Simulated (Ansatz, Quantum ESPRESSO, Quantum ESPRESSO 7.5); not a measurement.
## Screening and band shifts of honeycomb AlN, 2 layers, AB' stacking

How does honeycomb AlN, 2 layers, AB' stacking respond to a gate-like field without added charge?

Calculated with Quantum ESPRESSO 7.5; plane-wave DFT, PBE, SG15 norm-conserving pseudopotentials (geometry and cross-check by Ansatz 0.2.0 with PAW datasets; geometry under PBE-D3(BJ)).

Most raw output is cut from this account.

## Step 1: Set-up

The cell holds 4 atoms: 2 N and 2 Al. Its edges and angles: a = 3.130 Å, b = 3.130 Å, c = 20.300 Å, α = 90.0°, β = 90.0°, γ = 120.0°. It derives from AlN. Vacuum lies along c.

This sheet is a model structure: its symmetry is held, and its stability is not tested here.

## Step 2: Relaxation with Ansatz

The geometry comes first, from a plane-wave PAW code, so that the later runs on this slab share one structure.

input.yaml reads:

```yaml
crystal:
  lattice:
    - [3.13, 0.0, 0.0]
    - [-1.565, 2.7106595138, 0.0]
    - [0.0, 0.0, 20.3]
  atoms:
    - { symbol: "N", position: [0.6666666667, 0.3333333333, 0.4187192118] }
    - { symbol: Al, position: [0.3333333333, 0.6666666667, 0.4187192118] }
    - { symbol: "N", position: [0.6666666667, 0.3333333333, 0.5812807882] }
    - { symbol: Al, position: [0.0, 0.0, 0.5812807882] }
kpoints:
  mp_grid: { grid: [12, 12, 1] }
hamiltonian:
  xc: pbe
  dispersion: d3bj
scf:
  occupations: { method: fermi_dirac, width: 0.05 }
  convergence: { dr2_threshold: 1.0e-08 }
efield:
  axis: 3
  dipole_correction: true
  ramp_position: 0.97
  ramp_width: 0.04
relax:
  f_tol: 0.01
  cell: { fix: [c, alpha, beta] }
output:
  write_potential: true
  write_density: true
  volumetric_format: npy
```

Started as:

```sh
> ansatz run input.yaml --threads 4 --pin off --max-ram 8192MiB --backend cpu --events-out ev --progress --plain --runs-dir out
```

Run time: 6.9 s. Hardware: 4 threads of Arm Neoverse V2, shared host; peak memory 0.4 GiB.

Relaxation path:

```
step  energy less that of the first step (eV)  largest force component (eV/Å)  pressure (GPa)  volume (Å³)
   1                                   0.0000                          0.2202           -0.24       172.23
   2                                  -0.0504                          0.0789           -0.21       171.62
   3                                  -0.0523                          0.0559           -0.10       171.32
   4                                  -0.0532                          0.0100           -0.03       171.12
  5*                                  -0.0524                          0.0100           -0.03       171.12
   6                                  -0.0525                          0.0008            0.00       171.03
  7*                                  -0.0525                          0.0007            0.00       171.03
```

Relaxation steps marked * repeat the geometry before them on a plane-wave basis chosen anew for their cell, so energy and pressure can jump there.

Forces are held to the 6 operations that the run works with; a distortion that breaks them can't arise in this run.

```
cell as run  before  after  change
      a (Å)   3.130  3.119  -0.3 %
      b (Å)   3.130  3.119  -0.3 %
```

The atoms that moved most (Å, along periodic axes as changes of fractional coordinates times the final cell, across vacuum about the mean position):

```
atom     dx     dy      dz  length
  N3  0.000  0.000   0.227   0.227
  N1  0.000  0.000  -0.227   0.227
 Al2  0.000  0.000  -0.216   0.216
 Al4  0.000  0.000   0.216   0.216
```

Final coordinates:

```xyz
4
Lattice="3.1191 0.0000 0.0000 -1.5595 2.7012 0.0000 0.0000 0.0000 20.3000" Properties=species:S:1:pos:R:3
N     1.5595    0.9004    8.2725
Al    0.0000    1.8008    8.2836
N     1.5595    0.9004   12.0275
Al    0.0000    0.0000   12.0164
```

Read from the output:

```
free energy                                                      : -1846.9626 eV
Fermi energy                                                     : -0.9235 eV
gap by band count                                                : 2.294 eV
symmetry operations                                              : 6
dipole along the normal                                          : 4.30e-7 e·Å
vacuum level at the upper face over a Fermi level inside the gap : 3.975 eV
vacuum level at the lower face over a Fermi level inside the gap : 3.975 eV
```

## Step 3: Self-consistent run: no field

The zero-field run is the reference. tefield and dipfield are on already, so that all runs share k-points and boundary.

Level of this step: plane-wave DFT, PBE, SG15 norm-conserving pseudopotentials (Quantum ESPRESSO 7.5).

f0.in reads:

```
&control
  prefix = 'f0'
  outdir = './out'
  pseudo_dir = './pseudo'
  calculation = 'scf'
  tprnfor = .true.
  tefield = .true.
  dipfield = .true.
/
&system
  ibrav = 0
  nat = 4
  ntyp = 2
  ecutwfc = 60
  ecutrho = 240
  occupations = 'smearing'
  smearing = 'fd'
  degauss = 0.004
  edir = 3
  emaxpos = 0.97
  eopreg = 0.04
  eamp = 0.0
/
&electrons
  conv_thr = 1e-09
  mixing_beta = 0.4
  electron_maxstep = 120
  mixing_mode = 'plain'
/
ATOMIC_SPECIES
  N   14.0070  N_ONCV_PBE-1.2.upf
  Al  26.9815  Al_ONCV_PBE-1.2.upf
CELL_PARAMETERS angstrom
  3.11909524224429 -0.00000000000000 0.00000000000000
  -1.55954762112215 2.70121571660673 0.00000000000000
  0.00000000000000 0.00000000000000 20.30000000000000
ATOMIC_POSITIONS crystal
  N   0.666666666667 0.333333333333 0.407514284202
  Al  0.333333333333 0.666666666667 0.408057736613
  N   0.666666666667 0.333333333333 0.592485809428
  Al  -0.000000000000 -0.000000000000 0.591942169756
K_POINTS automatic
  12 12 1 0 0 0
```

Started as:

```sh
> OMP_NUM_THREADS=1 mpirun -n 4 pw.x -nk 4 -in f0.in > f0.out
```

It took 54 s on 4 MPI ranks; peak memory 0.55 GiB; 3.6 min of CPU time.

This step gave:

| Quantity | Value |
| --- | --- |
| free energy | -4311.3470 eV |
| Fermi energy | -0.3351 eV |
| dipole along the normal | 0 e·Å |
| valence top, on the run's zero | -1.542 eV |
| conduction bottom, on the run's zero | 0.7566 eV |
| gap by band count | 2.299 eV |

The run needed 11 iterations to bring the estimated error under 1e-09 Ry; the largest force on any atom, held or free, is 0.07 eV/Å.

## Step 4: Potential by pp.x

plot_num = 11 writes the bare and Hartree potential. It leaves out exchange and correlation, which fade slowly, so it flattens close to the surface.

f0.pot.in reads:

```
&inputpp
  prefix = 'f0'
  outdir = './out'
  filplot = 'f0.pot.dat'
  plot_num = 11
/
```

Started as:

```sh
> OMP_NUM_THREADS=1 mpirun -n 4 pp.x -in f0.pot.in > f0.pot.out
```

Run time: 0.68 s. Hardware: 4 MPI ranks; peak memory 0.09 GiB.

Read from the output:

| Item | Value |
| --- | --- |
| slope of the potential above | 9.67e-5 eV/Å |
| upper vacuum line continued to the top atoms, over the valence top | 5.172 eV |
| slope of the potential below | -8.27e-5 eV/Å |
| lower vacuum line continued to the bottom atoms, over the valence top | 5.172 eV |
| vacuum level at the upper face over the valence top of the mesh | 5.172 eV |
| vacuum level at the lower face over the valence top of the mesh | 5.172 eV |

The vacuum is flat to 0.1 meV/Å, so its level is well defined. Inside the slab the curve depends on the local part of the pseudopotentials; only the vacuum level has a meaning of its own.

## Step 5: Band structure: no field

A bands run reads the converged density and follows the path given under K_POINTS.

f0.bands.in is the input of step 3 with these lines changed:

```diff
@@ -1,7 +1,6 @@
 &control
-  prefix = 'f0'
+  prefix = 'f0.bands'
   outdir = './out'
   pseudo_dir = './pseudo'
-  calculation = 'scf'
-  tprnfor = .true.
+  calculation = 'bands'
   tefield = .true.
@@ -22,8 +21,9 @@
   eamp = 0.0
+  nbnd = 22
 /
 &electrons
-  conv_thr = 1e-09
+  conv_thr = 1e-07
   mixing_beta = 0.4
   electron_maxstep = 120
-  mixing_mode = 'plain'
+  mixing_mode = 'local-TF'
 /
@@ -41,3 +41,7 @@
   Al  -0.000000000000 -0.000000000000 0.591942169756
-K_POINTS automatic
-  12 12 1 0 0 0
+K_POINTS crystal_b
+4
+  0.0000000000 0.0000000000 0.0000000000 14
+  0.5000000000 0.0000000000 0.0000000000 14
+  0.3333333333 0.3333333333 0.0000000000 14
+  0.0000000000 0.0000000000 0.0000000000 1
```

Started as:

```sh
> cp -r out/f0.save out/f0.bands.save
> cp out/f0.xml out/f0.bands.xml
> OMP_NUM_THREADS=1 mpirun -n 4 pw.x -nk 4 -in f0.bands.in > f0.bands.out
```

It took 26 s on 4 MPI ranks; peak memory 0.31 GiB; 1.7 min of CPU time.

This step gave:

```
valence top, on the run's zero : -1.543 eV
```

Band numbers count within the set of bands kept for display. Electronic bands along the path, in eV, zero at the highest filled level of the SCF mesh; v1 is the highest filled band, c1 the lowest empty one:

```
  point     v4     v3     v2     v1    c1    c2    c3    c4
      Γ  -0.95  -0.95  -0.93  -0.93  2.30  3.72  4.89  5.59
halfway  -2.14  -1.36  -1.32  -1.26  3.96  4.99  5.52  6.59
      M  -1.72  -1.67  -0.80  -0.26  4.20  5.55  5.94  6.35
halfway  -2.65  -2.56  -0.65  -0.14  4.54  6.06  6.52  7.17
      K  -3.85  -3.85  -0.45   0.00  5.46  5.46  7.46  7.46
halfway  -1.88  -1.80  -1.74  -1.05  4.42  5.33  5.55  6.97
      Γ  -0.95  -0.95  -0.93  -0.93  2.30  3.72  4.89  5.59
```

Along this path the valence top lies at K and the conduction bottom at Γ.

## Step 6: SCF with pw.x: field 0.1 V/Å

eamp is the field in Hartree atomic units (1 a.u. = 51.42 V/Å). With dipfield on, it is the field in the vacuum beside an isolated sheet. The run starts from the density of the one before.

f1.in is the input of step 3 with these lines changed:

```diff
@@ -1,3 +1,3 @@
 &control
-  prefix = 'f0'
+  prefix = 'f1'
   outdir = './out'
@@ -21,3 +21,3 @@
   eopreg = 0.04
-  eamp = 0.0
+  eamp = 0.00194469
 /
@@ -28,2 +28,3 @@
   mixing_mode = 'plain'
+  startingpot = 'file'
 /
```

Started as:

```sh
> cp -r out/f0.save out/f1.save
> OMP_NUM_THREADS=1 mpirun -n 4 pw.x -nk 4 -in f1.in > f1.out
```

Wall time 47 s (4 MPI ranks); peak memory 0.54 GiB; 3.1 min of CPU time.

This step gave:

```
free energy                          : -4311.3483 eV
Fermi energy                         : -0.2701 eV
dipole along the normal              : 0.02513 e·Å
valence top, on the run's zero       : -1.522 eV
conduction bottom, on the run's zero : 0.7658 eV
gap by band count                    : 2.287 eV
```

The dipole goes from 0.0000 to 0.0251 e Å, 0.2513 e Å per V/Å.

## Step 7: Electrostatic potential

f1.pot.in reads:

```
&inputpp
  prefix = 'f1'
  outdir = './out'
  filplot = 'f1.pot.dat'
  plot_num = 11
/
```

Started as:

```sh
> OMP_NUM_THREADS=1 mpirun -n 4 pp.x -in f1.pot.in > f1.pot.out
```

Wall time 0.69 s (4 MPI ranks); peak memory 0.1 GiB; 2.4 s of CPU time.

Numbers from this step:

* slope of the potential above: 0.1001 eV/Å
* upper vacuum line continued to the top atoms, over the valence top: 5.084 eV
* slope of the potential below: 0.09991 eV/Å
* lower vacuum line continued to the bottom atoms, over the valence top: 5.248 eV

The slope in the vacuum is 0.100 eV/Å for an applied 0.10 V/Å, as it should be.

## Step 8: Self-consistent run: field 0.2 V/Å

f2.in is the input of step 6 with these lines changed:

```diff
@@ -1,3 +1,3 @@
 &control
-  prefix = 'f1'
+  prefix = 'f2'
   outdir = './out'
@@ -21,3 +21,3 @@
   eopreg = 0.04
-  eamp = 0.00194469
+  eamp = 0.00388938
 /
```

Started as:

```sh
> cp -r out/f0.save out/f2.save
> OMP_NUM_THREADS=1 mpirun -n 4 pw.x -nk 4 -in f2.in > f2.out
```

Elapsed: 47 s, on 4 MPI ranks; peak memory 0.55 GiB; 3.2 min of CPU time.

This step gave:

| Property | Result |
| --- | --- |
| free energy | -4311.3521 eV |
| Fermi energy | -0.2614 eV |
| dipole along the normal | 0.05026 e·Å |
| valence top, on the run's zero | -1.490 eV |
| conduction bottom, on the run's zero | 0.7632 eV |
| gap by band count | 2.253 eV |

The dipole goes from 0.0000 to 0.0503 e Å, 0.2513 e Å per V/Å.

## Step 9: Electrostatic potential

f2.pot.in reads:

```
&inputpp
  prefix = 'f2'
  outdir = './out'
  filplot = 'f2.pot.dat'
  plot_num = 11
/
```

Started as:

```sh
> OMP_NUM_THREADS=1 mpirun -n 4 pp.x -in f2.pot.in > f2.pot.out
```

The job ended after 0.68 s (4 MPI ranks; peak memory 0.11 GiB; 2.4 s of CPU time).

Read from the output:

```
slope of the potential above                                          : 0.2001 eV/Å
upper vacuum line continued to the top atoms, over the valence top    : 4.986 eV
slope of the potential below                                          : 0.1999 eV/Å
lower vacuum line continued to the bottom atoms, over the valence top : 5.314 eV
```

The slope in the vacuum is 0.200 eV/Å for an applied 0.20 V/Å, as it should be.

## Step 10: Bands along a path: field 0.2 V/Å

f2.bands.in is the input of step 5 with these lines changed:

```diff
@@ -1,3 +1,3 @@
 &control
-  prefix = 'f0.bands'
+  prefix = 'f2.bands'
   outdir = './out'
@@ -20,3 +20,3 @@
   eopreg = 0.04
-  eamp = 0.0
+  eamp = 0.00388938
   nbnd = 22
```

Started as:

```sh
> cp -r out/f2.save out/f2.bands.save
> cp out/f2.xml out/f2.bands.xml
> OMP_NUM_THREADS=1 mpirun -n 4 pw.x -nk 4 -in f2.bands.in > f2.bands.out
```

Wall time 26 s (4 MPI ranks); peak memory 0.31 GiB; 1.8 min of CPU time.

Read from the output:

* gap by band count: 2.254 eV

Band numbers count within the set of bands kept for display. The electronic bands at the labelled points (eV, zero at the highest filled level of the SCF mesh; v1 is the highest filled band, c1 the lowest empty one):

```
  point     v4     v3     v2     v1    c1    c2    c3    c4
      Γ  -1.07  -1.07  -0.86  -0.86  2.25  3.65  4.47  5.43
halfway  -2.18  -1.47  -1.27  -1.26  3.91  4.87  5.54  6.00
      M  -1.83  -1.61  -0.84  -0.26  4.16  5.50  5.91  6.35
halfway  -2.75  -2.51  -0.69  -0.15  4.51  6.03  6.48  7.17
      K  -3.93  -3.78  -0.50   0.00  5.35  5.51  7.32  7.54
halfway  -1.92  -1.91  -1.69  -1.06  4.37  5.15  5.67  6.35
      Γ  -1.07  -1.07  -0.86  -0.86  2.25  3.65  4.47  5.43
```

Upper empty bands that drop with the field can be states of the vacuum, held by the sawtooth; they depend on the cell's width.

Along this path the valence top lies at K and the conduction bottom at Γ.

## Step 11: Self-consistent run: field -0.2 V/Å

f3.in is the input of step 8 with these lines changed:

```diff
@@ -1,3 +1,3 @@
 &control
-  prefix = 'f2'
+  prefix = 'f3'
   outdir = './out'
@@ -21,3 +21,3 @@
   eopreg = 0.04
-  eamp = 0.00388938
+  eamp = -0.00388938
 /
```

Started as:

```sh
> cp -r out/f0.save out/f3.save
> OMP_NUM_THREADS=1 mpirun -n 4 pw.x -nk 4 -in f3.in > f3.out
```

It took 47 s on 4 MPI ranks; peak memory 0.54 GiB; 3.1 min of CPU time.

This step gave:

- Fermi energy: -0.321 eV
- dipole along the normal: -0.05026 e·Å
- valence top, on the run's zero: -1.550 eV
- conduction bottom, on the run's zero: 0.7036 eV
- gap by band count: 2.253 eV

The dipole goes from 0.0000 to -0.0503 e Å, 0.2513 e Å per V/Å.

## Step 12: Electrostatic potential

f3.pot.in reads:

```
&inputpp
  prefix = 'f3'
  outdir = './out'
  filplot = 'f3.pot.dat'
  plot_num = 11
/
```

Started as:

```sh
> OMP_NUM_THREADS=1 mpirun -n 4 pp.x -in f3.pot.in > f3.pot.out
```

It took 0.69 s on 4 MPI ranks; peak memory 0.11 GiB.

Read from the output:

* slope of the potential above: -0.1999 eV/Å
* upper vacuum line continued to the top atoms, over the valence top: 5.314 eV
* slope of the potential below: -0.2001 eV/Å
* lower vacuum line continued to the bottom atoms, over the valence top: 4.986 eV

The slope in the vacuum is -0.200 eV/Å for an applied -0.20 V/Å, as it should be.

Each curve counts from the valence top of its own run.

The runs together. Table of potential energy by z:

```
z (Å)  potential at 0 V/Å (eV)  potential at 0.1 V/Å (eV)  potential at 0.2 V/Å (eV)  potential at -0.2 V/Å (eV)
    0                     5.17                       4.79                       4.41                        5.90
    1                     5.17                       4.52                       3.86                        6.44
    2                     5.17                       4.62                       4.06                        6.24
    3                     5.17                       4.72                       4.26                        6.04
    4                     5.17                       4.82                       4.46                        5.84
    5                     5.17                       4.92                       4.65                        5.64
    6                     5.09                       4.94                       4.77                        5.37
    7                     3.86                       3.77                       3.68                        3.98
    8                    -14.5                      -14.5                      -14.6                       -14.4
    9                    -1.09                      -1.14                      -1.21                       -1.02
   10                     4.54                       4.53                       4.50                        4.54
   11                     2.34                       2.37                       2.40                        2.23
   12                    -22.9                      -22.8                      -22.8                       -23.0
   13                     2.13                       2.19                       2.23                        1.98
   14                     4.99                       5.10                       5.21                        4.72
   15                     5.16                       5.37                       5.57                        4.71
   16                     5.17                       5.48                       5.78                        4.52
   17                     5.17                       5.58                       5.98                        4.32
   18                     5.17                       5.68                       6.18                        4.12
   19                     5.17                       5.78                       6.38                        3.92
   20                     5.17                       5.31                       5.45                        4.85
```

## Step 13: Bands along a path: field -0.2 V/Å

f3.bands.in is the input of step 10 with these lines changed:

```diff
@@ -1,3 +1,3 @@
 &control
-  prefix = 'f2.bands'
+  prefix = 'f3.bands'
   outdir = './out'
@@ -20,3 +20,3 @@
   eopreg = 0.04
-  eamp = 0.00388938
+  eamp = -0.00388938
   nbnd = 22
```

Started as:

```sh
> cp -r out/f3.save out/f3.bands.save
> cp out/f3.xml out/f3.bands.xml
> OMP_NUM_THREADS=1 mpirun -n 4 pw.x -nk 4 -in f3.bands.in > f3.bands.out
```

Run time: 28 s. Hardware: 4 MPI ranks; peak memory 0.31 GiB; 1.8 min of CPU time.

Numbers from this step:

```
gap by band count : 2.254 eV
```

Band numbers count within the set of bands kept for display. The electronic bands at the labelled points (eV, zero at the highest filled level of the SCF mesh; v1 is the highest filled band, c1 the lowest empty one):

```
  point     v4     v3     v2     v1    c1    c2    c3    c4
      Γ  -1.07  -1.07  -0.86  -0.86  2.25  3.66  4.54  5.52
halfway  -2.18  -1.47  -1.27  -1.26  3.91  4.87  5.55  6.10
      M  -1.83  -1.61  -0.84  -0.26  4.16  5.50  5.91  6.35
halfway  -2.75  -2.51  -0.69  -0.15  4.51  6.03  6.48  7.17
      K  -3.93  -3.78  -0.50   0.00  5.35  5.51  7.32  7.54
halfway  -1.92  -1.91  -1.69  -1.06  4.37  5.15  5.67  6.45
      Γ  -1.07  -1.07  -0.86  -0.86  2.25  3.66  4.54  5.52
```

Upper empty bands that drop with the field can be states of the vacuum, held by the sawtooth; they depend on the cell's width.

Along this path the valence top lies at K and the conduction bottom at Γ.

(Continued in part 2 of 2.)

[Logs are printed without paths, hosts, clocks, repeated set-up lines and the standing remarks that a program may print on its own settings, such as how far it seeks lower states.]

[Hosts, paths, dates, database ids (printed as entryN), source tags and the programs' standing remarks are cut or masked in the printed files.]

[Maps of the electrostatic potential energy from Ansatz leave out the sawtooth potential of an applied field or a dipole correction, so their vacuum need not be flat; planar profiles and work functions include it.]
